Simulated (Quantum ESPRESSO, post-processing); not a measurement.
# MoSi2N4, 1 layer, stepped through biaxial strain, part 7 of 7

Wanted: a table for MoSi2N4, 1 layer against biaxial strain, and what can be fitted to it.

Quantum ESPRESSO 7.5; plane-wave DFT, PBE, GBRV ultrasoft pseudopotentials.

So far. Step 9 (Relaxation with pw.x, 3 %): The relaxation lowers the energy by 4 meV an atom.

## (11) Relaxation with pw.x, 4 %

File m8.relax.in:

```
&control
  prefix = 'm8.relax'
  outdir = './out'
  pseudo_dir = './pseudo'
  nstep = 40
  forc_conv_thr = 0.0003
  calculation = 'relax'
  tstress = .true.
/
&system
  ibrav = 0
  nat = 7
  ntyp = 3
  ecutwfc = 50
  ecutrho = 250
  occupations = 'smearing'
  smearing = 'fd'
  degauss = 0.002
/
&electrons
  conv_thr = 1e-09
  mixing_beta = 0.4
  electron_maxstep = 120
  mixing_mode = 'plain'
/
&ions
/
ATOMIC_SPECIES
  N   14.0070  n_pbe_v1.2.uspp.F.UPF
  Si  28.0850  si_pbe_v1.uspp.F.UPF
  Mo  95.9500  mo_pbe_v1.uspp.F.UPF
CELL_PARAMETERS angstrom
  3.01713844952000 0.00000000000000 0.00000000000000
  -1.50856922528000 2.61291854408000 0.00000000000000
  0.00000000000000 0.00000000000000 21.86179061700000
ATOMIC_POSITIONS crystal
  N   0.000000000000 0.000000000000 0.338240171700
  Si  0.333333333300 0.666666666700 0.362098330200
  N   0.333333333300 0.666666666700 0.442564932500
  Mo  0.000000000000 0.000000000000 0.500000000000
  N   0.333333333300 0.666666666700 0.557435067500
  Si  0.333333333300 0.666666666700 0.637901669800
  N   0.000000000000 0.000000000000 0.661759828300
K_POINTS automatic
  12 12 1 0 0 0
```

On the command line:

```sh
OMP_NUM_THREADS=1 mpirun -n 4 pw.x -nk 4 -in m8.relax.in > m8.relax.out
```

Output:

```text
[banner, memory and clock lines left out]
Program PWSCF v.7.5 starts
[...]
Message from routine setup:
[...]
number of electrons       =        42.00
     number of Kohn-Sham states=           25
     kinetic-energy cutoff     =      50.0000  Ry
     charge density cutoff     =     250.0000  Ry
[...]
number of k points=    19  Fermi-Dirac smearing, width (Ry)=  0.0020
[...]
Dense  grid:    77637 G-vectors     FFT dimensions: (  30,  30, 216)
[...]
negative rho (up, down):  1.589E-03 0.000E+00
     Starting wfcs are   37 randomized atomic wfcs
[...]
negative rho (up, down):  1.560E-03 0.000E+00
[...]
estimated scf accuracy    <       2.03851306 Ry
[...]
negative rho (up, down):  1.680E-03 0.000E+00
[...]
estimated scf accuracy    <       1.24098275 Ry
[...]
negative rho (up, down):  1.700E-03 0.000E+00
[...]
estimated scf accuracy    <       0.31851086 Ry
[...]
negative rho (up, down):  1.819E-03 0.000E+00
[...]
estimated scf accuracy    <       0.02814243 Ry
[...]
negative rho (up, down):  1.846E-03 0.000E+00
[...]
estimated scf accuracy    <       0.03616128 Ry
[...]
negative rho (up, down):  1.875E-03 0.000E+00
[...]
estimated scf accuracy    <       0.00594135 Ry
[...]
negative rho (up, down):  1.874E-03 0.000E+00
[...]
estimated scf accuracy    <       0.00056908 Ry
[...]
negative rho (up, down):  1.876E-03 0.000E+00
[...]
estimated scf accuracy    <       0.00001337 Ry
[...]
negative rho (up, down):  1.877E-03 0.000E+00
[...]
estimated scf accuracy    <       0.00001091 Ry
[...]
negative rho (up, down):  1.877E-03 0.000E+00
[...]
estimated scf accuracy    <       0.00000348 Ry
[...]
negative rho (up, down):  1.877E-03 0.000E+00
[...]
estimated scf accuracy    <       0.00000026 Ry
[...]
negative rho (up, down):  1.877E-03 0.000E+00
[...]
estimated scf accuracy    <          6.6E-09 Ry
[...]
negative rho (up, down):  1.878E-03 0.000E+00
[...]
the Fermi energy is     2.3692 ev
!    total energy              =    -239.53037415 Ry
     estimated scf accuracy    <          2.5E-10 Ry
     smearing contrib. (-TS)   =      -0.00000000 Ry
     internal energy E=F+TS    =    -239.53037415 Ry
[...]
one-electron contribution =   -2249.52169254 Ry
     hartree contribution      =    1133.75986633 Ry
     xc contribution           =     -49.62419489 Ry
     ewald contribution        =     925.85564695 Ry
     convergence has been achieved in  13 iterations
     negative rho (up, down):  1.878E-03 0.000E+00
[...]
Total force =     0.060690     Total SCF correction =     0.000025
[...]
negative rho (up, down):  1.878E-03 0.000E+00
[...]
negative rho (up, down):  1.871E-03 0.000E+00
[...]
negative rho (up, down):  1.872E-03 0.000E+00
[...]
estimated scf accuracy    <       0.00340379 Ry
[...]
negative rho (up, down):  1.863E-03 0.000E+00
[...]
estimated scf accuracy    <       0.00456754 Ry
[...]
negative rho (up, down):  1.862E-03 0.000E+00
[...]
estimated scf accuracy    <       0.00004982 Ry
[...]
negative rho (up, down):  1.862E-03 0.000E+00
[...]
estimated scf accuracy    <       0.00002177 Ry
[...]
negative rho (up, down):  1.863E-03 0.000E+00
[...]
estimated scf accuracy    <       0.00000284 Ry
[...]
negative rho (up, down):  1.863E-03 0.000E+00
[...]
estimated scf accuracy    <       0.00000140 Ry
[...]
negative rho (up, down):  1.863E-03 0.000E+00
[...]
estimated scf accuracy    <       0.00000011 Ry
[...]
negative rho (up, down):  1.863E-03 0.000E+00
[...]
estimated scf accuracy    <       0.00000004 Ry
[...]
negative rho (up, down):  1.863E-03 0.000E+00
[...]
estimated scf accuracy    <          7.6E-09 Ry
[...]
negative rho (up, down):  1.863E-03 0.000E+00
[...]
the Fermi energy is     2.6905 ev
!    total energy              =    -239.53202578 Ry
     estimated scf accuracy    <          6.5E-10 Ry
     smearing contrib. (-TS)   =      -0.00000000 Ry
     internal energy E=F+TS    =    -239.53202578 Ry
[...]
one-electron contribution =   -2254.00262581 Ry
     hartree contribution      =    1136.25506230 Ry
     xc contribution           =     -49.63293163 Ry
     ewald contribution        =     927.84846937 Ry
     convergence has been achieved in  10 iterations
     negative rho (up, down):  1.863E-03 0.000E+00
[...]
Total force =     0.020898     Total SCF correction =     0.000058
[...]
negative rho (up, down):  1.863E-03 0.000E+00
[...]
negative rho (up, down):  1.876E-03 0.000E+00
[...]
negative rho (up, down):  1.870E-03 0.000E+00
[...]
estimated scf accuracy    <       0.00006302 Ry
[...]
negative rho (up, down):  1.868E-03 0.000E+00
[...]
estimated scf accuracy    <       0.00006595 Ry
[...]
negative rho (up, down):  1.865E-03 0.000E+00
[...]
estimated scf accuracy    <       0.00000327 Ry
[...]
negative rho (up, down):  1.864E-03 0.000E+00
[...]
estimated scf accuracy    <       0.00000128 Ry
[...]
negative rho (up, down):  1.863E-03 0.000E+00
[...]
estimated scf accuracy    <       0.00000020 Ry
[...]
negative rho (up, down):  1.863E-03 0.000E+00
[...]
estimated scf accuracy    <       0.00000008 Ry
[...]
negative rho (up, down):  1.863E-03 0.000E+00
[...]
estimated scf accuracy    <          1.8E-09 Ry
[...]
negative rho (up, down):  1.863E-03 0.000E+00
[...]
estimated scf accuracy    <          5.7E-09 Ry
[...]
negative rho (up, down):  1.863E-03 0.000E+00
[...]
estimated scf accuracy    <          5.2E-10 Ry
[...]
negative rho (up, down):  1.863E-03 0.000E+00
[...]
the Fermi energy is     2.6793 ev
!    total energy              =    -239.53235615 Ry
     estimated scf accuracy    <          7.2E-11 Ry
     smearing contrib. (-TS)   =      -0.00000000 Ry
     internal energy E=F+TS    =    -239.53235615 Ry
[...]
one-electron contribution =   -2256.83664673 Ry
     hartree contribution      =    1137.66486868 Ry
     xc contribution           =     -49.64034062 Ry
     ewald contribution        =     929.27976253 Ry
     convergence has been achieved in  10 iterations
     negative rho (up, down):  1.863E-03 0.000E+00
[...]
Total force =     0.015932     Total SCF correction =     0.000027
[...]
negative rho (up, down):  1.863E-03 0.000E+00
[...]
negative rho (up, down):  1.874E-03 0.000E+00
[...]
negative rho (up, down):  1.869E-03 0.000E+00
[...]
xc contribution           =     -49.66137358 Ry
     ewald contribution        =     933.66541561 Ry
     convergence has been achieved in  11 iterations
     negative rho (up, down):  1.864E-03 0.000E+00
[...]
Total force =     0.010178     Total SCF correction =     0.000017
[...]
negative rho (up, down):  1.864E-03 0.000E+00
[...]
negative rho (up, down):  1.891E-03 0.000E+00
[...]
negative rho (up, down):  1.880E-03 0.000E+00
[...]
estimated scf accuracy    <       0.00018984 Ry
[...]
negative rho (up, down):  1.876E-03 0.000E+00
[...]
estimated scf accuracy    <       0.00005431 Ry
[...]
negative rho (up, down):  1.872E-03 0.000E+00
[...]
estimated scf accuracy    <       0.00002713 Ry
[...]
negative rho (up, down):  1.870E-03 0.000E+00
[...]
estimated scf accuracy    <       0.00000220 Ry
[...]
negative rho (up, down):  1.870E-03 0.000E+00
[...]
estimated scf accuracy    <       0.00000033 Ry
[...]
negative rho (up, down):  1.870E-03 0.000E+00
[...]
estimated scf accuracy    <       0.00000017 Ry
[...]
negative rho (up, down):  1.870E-03 0.000E+00
[...]
estimated scf accuracy    <       0.00000005 Ry
[...]
negative rho (up, down):  1.870E-03 0.000E+00
[...]
estimated scf accuracy    <          5.5E-09 Ry
[...]
negative rho (up, down):  1.870E-03 0.000E+00
[...]
estimated scf accuracy    <          3.0E-10 Ry
[...]
negative rho (up, down):  1.870E-03 0.000E+00
[...]
estimated scf accuracy    <          3.8E-10 Ry
[...]
negative rho (up, down):  1.870E-03 0.000E+00
[...]
estimated scf accuracy    <          9.5E-11 Ry
[...]
negative rho (up, down):  1.870E-03 0.000E+00
[...]
the Fermi energy is     2.7192 ev
!    total energy              =    -239.53332780 Ry
     estimated scf accuracy    <          1.7E-11 Ry
     smearing contrib. (-TS)   =      -0.00000000 Ry
     internal energy E=F+TS    =    -239.53332780 Ry
[...]
one-electron contribution =   -2274.09039615 Ry
     hartree contribution      =    1146.30548787 Ry
     xc contribution           =     -49.68107780 Ry
     ewald contribution        =     937.93265828 Ry
     convergence has been achieved in  12 iterations
     negative rho (up, down):  1.870E-03 0.000E+00
[...]
Total force =     0.006291     Total SCF correction =     0.000013
[...]
negative rho (up, down):  1.870E-03 0.000E+00
[...]
negative rho (up, down):  1.895E-03 0.000E+00
[...]
negative rho (up, down):  1.886E-03 0.000E+00
[...]
estimated scf accuracy    <       0.00018133 Ry
[...]
negative rho (up, down):  1.882E-03 0.000E+00
[...]
estimated scf accuracy    <       0.00004453 Ry
[...]
negative rho (up, down):  1.879E-03 0.000E+00
[...]
estimated scf accuracy    <       0.00002443 Ry
[...]
negative rho (up, down):  1.877E-03 0.000E+00
[...]
estimated scf accuracy    <       0.00000228 Ry
[...]
negative rho (up, down):  1.877E-03 0.000E+00
[...]
estimated scf accuracy    <       0.00000028 Ry
[...]
negative rho (up, down):  1.878E-03 0.000E+00
[...]
estimated scf accuracy    <       0.00000015 Ry
[...]
negative rho (up, down):  1.878E-03 0.000E+00
[...]
estimated scf accuracy    <       0.00000004 Ry
[...]
negative rho (up, down):  1.878E-03 0.000E+00
[...]
estimated scf accuracy    <          2.8E-09 Ry
[...]
negative rho (up, down):  1.878E-03 0.000E+00
[...]
estimated scf accuracy    <          1.4E-10 Ry
[...]
negative rho (up, down):  1.878E-03 0.000E+00
[...]
estimated scf accuracy    <          3.3E-10 Ry
[...]
negative rho (up, down):  1.878E-03 0.000E+00
[...]
estimated scf accuracy    <          1.2E-10 Ry
[...]
negative rho (up, down):  1.878E-03 0.000E+00
[...]
the Fermi energy is     2.7443 ev
!    total energy              =    -239.53345964 Ry
     estimated scf accuracy    <          1.8E-11 Ry
     smearing contrib. (-TS)   =      -0.00000000 Ry
     internal energy E=F+TS    =    -239.53345964 Ry
[...]
one-electron contribution =   -2283.01801497 Ry
     hartree contribution      =    1150.77238629 Ry
     xc contribution           =     -49.70124724 Ry
     ewald contribution        =     942.41341628 Ry
     convergence has been achieved in  12 iterations
     negative rho (up, down):  1.878E-03 0.000E+00
[...]
Total force =     0.003108     Total SCF correction =     0.000013
[...]
negative rho (up, down):  1.878E-03 0.000E+00
[...]
negative rho (up, down):  1.879E-03 0.000E+00
[...]
negative rho (up, down):  1.879E-03 0.000E+00
[...]
estimated scf accuracy    <       0.00000121 Ry
[...]
negative rho (up, down):  1.879E-03 0.000E+00
[...]
estimated scf accuracy    <       0.00000060 Ry
[...]
negative rho (up, down):  1.879E-03 0.000E+00
[...]
estimated scf accuracy    <       0.00000009 Ry
[...]
negative rho (up, down):  1.878E-03 0.000E+00
[...]
estimated scf accuracy    <          9.0E-09 Ry
[...]
negative rho (up, down):  1.878E-03 0.000E+00
[...]
estimated scf accuracy    <          1.0E-09 Ry
[...]
negative rho (up, down):  1.878E-03 0.000E+00
[...]
estimated scf accuracy    <          1.7E-10 Ry
[...]
negative rho (up, down):  1.878E-03 0.000E+00
[...]
estimated scf accuracy    <          5.5E-11 Ry
[...]
negative rho (up, down):  1.878E-03 0.000E+00
[...]
estimated scf accuracy    <          1.4E-11 Ry
[...]
negative rho (up, down):  1.878E-03 0.000E+00
[...]
the Fermi energy is     2.7455 ev
!    total energy              =    -239.53346477 Ry
     estimated scf accuracy    <          3.3E-12 Ry
     smearing contrib. (-TS)   =      -0.00000000 Ry
     internal energy E=F+TS    =    -239.53346477 Ry
[...]
one-electron contribution =   -2283.27498731 Ry
     hartree contribution      =    1150.89868505 Ry
     xc contribution           =     -49.70151897 Ry
     ewald contribution        =     942.54435646 Ry
     convergence has been achieved in   9 iterations
     negative rho (up, down):  1.878E-03 0.000E+00
[...]
Total force =     0.001585     Total SCF correction =     0.000002
[...]
negative rho (up, down):  1.878E-03 0.000E+00
[...]
negative rho (up, down):  1.879E-03 0.000E+00
[...]
negative rho (up, down):  1.879E-03 0.000E+00
[...]
estimated scf accuracy    <       0.00000164 Ry
[...]
negative rho (up, down):  1.878E-03 0.000E+00
[...]
estimated scf accuracy    <       0.00000055 Ry
[...]
negative rho (up, down):  1.878E-03 0.000E+00
[...]
estimated scf accuracy    <       0.00000012 Ry
[...]
negative rho (up, down):  1.878E-03 0.000E+00
[...]
estimated scf accuracy    <          8.5E-09 Ry
[...]
negative rho (up, down):  1.878E-03 0.000E+00
[...]
estimated scf accuracy    <          1.6E-09 Ry
[...]
negative rho (up, down):  1.878E-03 0.000E+00
[...]
estimated scf accuracy    <          1.7E-10 Ry
[...]
negative rho (up, down):  1.878E-03 0.000E+00
[...]
estimated scf accuracy    <          1.3E-10 Ry
[...]
negative rho (up, down):  1.878E-03 0.000E+00
[...]
estimated scf accuracy    <          1.6E-11 Ry
[...]
negative rho (up, down):  1.878E-03 0.000E+00
[...]
the Fermi energy is     2.7452 ev
!    total energy              =    -239.53346665 Ry
     estimated scf accuracy    <          2.7E-12 Ry
     smearing contrib. (-TS)   =      -0.00000000 Ry
     internal energy E=F+TS    =    -239.53346665 Ry
[...]
one-electron contribution =   -2283.26641796 Ry
     hartree contribution      =    1150.89124352 Ry
     xc contribution           =     -49.70115838 Ry
     ewald contribution        =     942.54286616 Ry
     convergence has been achieved in   9 iterations
     negative rho (up, down):  1.878E-03 0.000E+00
[...]
Total force =     0.000033     Total SCF correction =     0.000004
[...]
negative rho (up, down):  1.878E-03 0.000E+00
[...]
```

It took 1.8 min on 4 MPI ranks of AMD EPYC 9R14 (Zen 4), shared host; peak memory 0.72 GiB.

Step by step:

```tsv
step	energy less that of the first step (eV)	largest force (eV/Å)
1	0.0000	0.7253
2	-0.0225	0.2611
3	-0.0270	0.2141
4	-0.0308	0.1732
5	-0.0354	0.1248
6	-0.0402	0.0838
7	-0.0420	0.0527
8	-0.0421	0.0260
9	-0.0421	0.0004
```

The atoms that moved most (Å):

```tsv
atom	dx	dy	dz	length
N7	0.000	0.000	-0.061	0.061
N1	0.000	0.000	0.061	0.061
N5	0.000	0.000	-0.028	0.028
N3	0.000	0.000	0.028	0.028
Si2	0.000	0.000	0.021	0.021
Si6	0.000	0.000	-0.021	0.021
```

The relaxation lowers the energy by 6 meV an atom.

This step gave:

| Item | Value |
| --- | --- |
| free energy | -3259.0188 eV |
| Fermi energy | 2.745 eV |

## (12) Ground state, 4 %

File m8.scf.in:

```
&control
  prefix = 'm8.scf'
  outdir = './out'
  pseudo_dir = './pseudo'
  calculation = 'scf'
  tprnfor = .true.
/
&system
  ibrav = 0
  nat = 7
  ntyp = 3
  ecutwfc = 40
  ecutrho = 200
  occupations = 'smearing'
  smearing = 'fd'
  degauss = 0.002
  nbnd = 25
/
&electrons
  conv_thr = 1e-09
  mixing_beta = 0.4
  electron_maxstep = 120
  mixing_mode = 'plain'
/
ATOMIC_SPECIES
  N   14.0070  n_pbe_v1.2.uspp.F.UPF
  Si  28.0850  si_pbe_v1.uspp.F.UPF
  Mo  95.9500  mo_pbe_v1.uspp.F.UPF
CELL_PARAMETERS angstrom
  3.01713844952000 0.00000000000000 0.00000000000000
  -1.50856922528000 2.61291854408000 0.00000000000000
  0.00000000000000 0.00000000000000 21.86179061700000
ATOMIC_POSITIONS crystal
  N   0.000000000000 0.000000000000 0.341020997500
  Si  0.333333333300 0.666666666700 0.363070068500
  N   0.333333333300 0.666666666700 0.443853600200
  Mo  0.000000000000 0.000000000000 0.500000000000
  N   0.333333333300 0.666666666700 0.556146399800
  Si  0.333333333300 0.666666666700 0.636929931500
  N   0.000000000000 0.000000000000 0.658979002500
K_POINTS automatic
  12 12 1 0 0 0
```

On the command line:

```sh
OMP_NUM_THREADS=1 mpirun -n 4 pw.x -nk 4 -in m8.scf.in > m8.scf.out
```

Output:

```text
[banner, memory and clock lines left out]
Program PWSCF v.7.5 starts
[...]
Message from routine setup:
[...]
number of electrons       =        42.00
     number of Kohn-Sham states=           25
     kinetic-energy cutoff     =      40.0000  Ry
     charge density cutoff     =     200.0000  Ry
[...]
number of k points=    19  Fermi-Dirac smearing, width (Ry)=  0.0020
[...]
Dense  grid:    55403 G-vectors     FFT dimensions: (  25,  25, 192)
[...]
negative rho (up, down):  1.655E-03 0.000E+00
     Starting wfcs are   37 randomized atomic wfcs
[...]
negative rho (up, down):  1.813E-03 0.000E+00
[...]
estimated scf accuracy    <       2.05110731 Ry
[...]
negative rho (up, down):  1.826E-03 0.000E+00
[...]
estimated scf accuracy    <       0.85317832 Ry
[...]
negative rho (up, down):  1.907E-03 0.000E+00
[...]
estimated scf accuracy    <       0.23380137 Ry
[...]
negative rho (up, down):  2.105E-03 0.000E+00
[...]
estimated scf accuracy    <       0.01794394 Ry
[...]
negative rho (up, down):  2.156E-03 0.000E+00
[...]
estimated scf accuracy    <       0.01380650 Ry
[...]
negative rho (up, down):  2.165E-03 0.000E+00
[...]
estimated scf accuracy    <       0.00098326 Ry
[...]
negative rho (up, down):  2.171E-03 0.000E+00
[...]
estimated scf accuracy    <       0.00003981 Ry
[...]
negative rho (up, down):  2.173E-03 0.000E+00
[...]
estimated scf accuracy    <       0.00003190 Ry
[...]
negative rho (up, down):  2.175E-03 0.000E+00
[...]
estimated scf accuracy    <       0.00000858 Ry
[...]
negative rho (up, down):  2.176E-03 0.000E+00
[...]
estimated scf accuracy    <       0.00000108 Ry
[...]
negative rho (up, down):  2.176E-03 0.000E+00
[...]
estimated scf accuracy    <       0.00000025 Ry
[...]
negative rho (up, down):  2.177E-03 0.000E+00
[...]
estimated scf accuracy    <       0.00000002 Ry
[...]
negative rho (up, down):  2.177E-03 0.000E+00
[...]
estimated scf accuracy    <          5.5E-09 Ry
[...]
negative rho (up, down):  2.177E-03 0.000E+00
[...]
the Fermi energy is     2.7457 ev
!    total energy              =    -239.53188664 Ry
     estimated scf accuracy    <          6.5E-11 Ry
     smearing contrib. (-TS)   =      -0.00000000 Ry
     internal energy E=F+TS    =    -239.53188664 Ry
[...]
one-electron contribution =   -2283.26402879 Ry
     hartree contribution      =    1150.89041721 Ry
     xc contribution           =     -49.70114123 Ry
     ewald contribution        =     942.54286617 Ry
     convergence has been achieved in  14 iterations
     negative rho (up, down):  2.177E-03 0.000E+00
[...]
Total force =     0.000144     Total SCF correction =     0.000011
[...]
```

Elapsed: 14 s, on 4 MPI ranks; peak memory 0.43 GiB; 53 s of CPU time.

This step gave:

```
free energy                          : -3258.9973 eV
Fermi energy                         : 2.746 eV
valence top, on the run's zero       : 2.049 eV
conduction bottom, on the run's zero : 3.333 eV
gap by band count                    : 1.285 eV
```

## (13) The series side by side

The series in one table, energies over the lowest:

```tsv
biaxial strain	energy (eV)	gap along the path (eV)	upper vacuum level over the valence top of the mesh (eV)	lower vacuum level over that top (eV)
-4 %	0.5551	2.771	6.106	6.106
-3 %	0.3073	2.72	5.936	5.936
-2 %	0.1351	2.454	5.771	5.771
-1 %	0.0340	2.209	5.631	5.631
0 %	0.0000	1.984	5.515	5.515
1 %	0.0291	1.779	5.423	5.423
2 %	0.1172	1.595	5.353	5.353
3 %	0.2605	1.43	5.305	5.305
4 %	0.4552	1.285	5.276	5.276
```

## (14) By hand

A parabola through the energies within ±2 % has E = 315.46 eV × ε² -0.407 eV × ε; for the curvature, over A = 7.289 Å² this is 315.46 × 1/7.289 × 16.02 = 693 N/m.

## (15) Outcome

* C11 + C12: 693 N/m
* gap along the path, at -4 % and at 4 %: 2.77, 1.28 eV
* upper vacuum level over the valence top of the mesh, at -4 % and at 4 %: 6.11, 5.28 eV
* lower vacuum level over that top, at -4 % and at 4 %: 6.11, 5.28 eV

**Reading.** The series holds 9 members; C11 + C12: 693 N/m (PBE, GBRV ultrasoft). The energy is lowest near zero strain. From -4 % to 4 % the gap along the path falls from 2.77 to 1.28 eV. From -4 % to 4 % the upper vacuum level over the valence top of the mesh falls from 6.11 to 5.28 eV. From -4 % to 4 % the lower vacuum level over that top falls from 6.11 to 5.28 eV. Semilocal gaps are too small; the 1×1 cell can't ripple over many cells under compression as a free sheet would. No spin-orbit coupling.

[Logs are printed without paths, hosts, clocks, repeated set-up lines and the standing remarks that a program may print on its own settings, such as how far it seeks lower states.]

[Hosts, paths, dates, database ids (printed as entryN), source tags and the programs' standing remarks are cut or masked in the printed files.]

[Maps of the electrostatic potential energy from Ansatz leave out the sawtooth potential of an applied field or a dipole correction, so their vacuum need not be flat; planar profiles and work functions include it.]
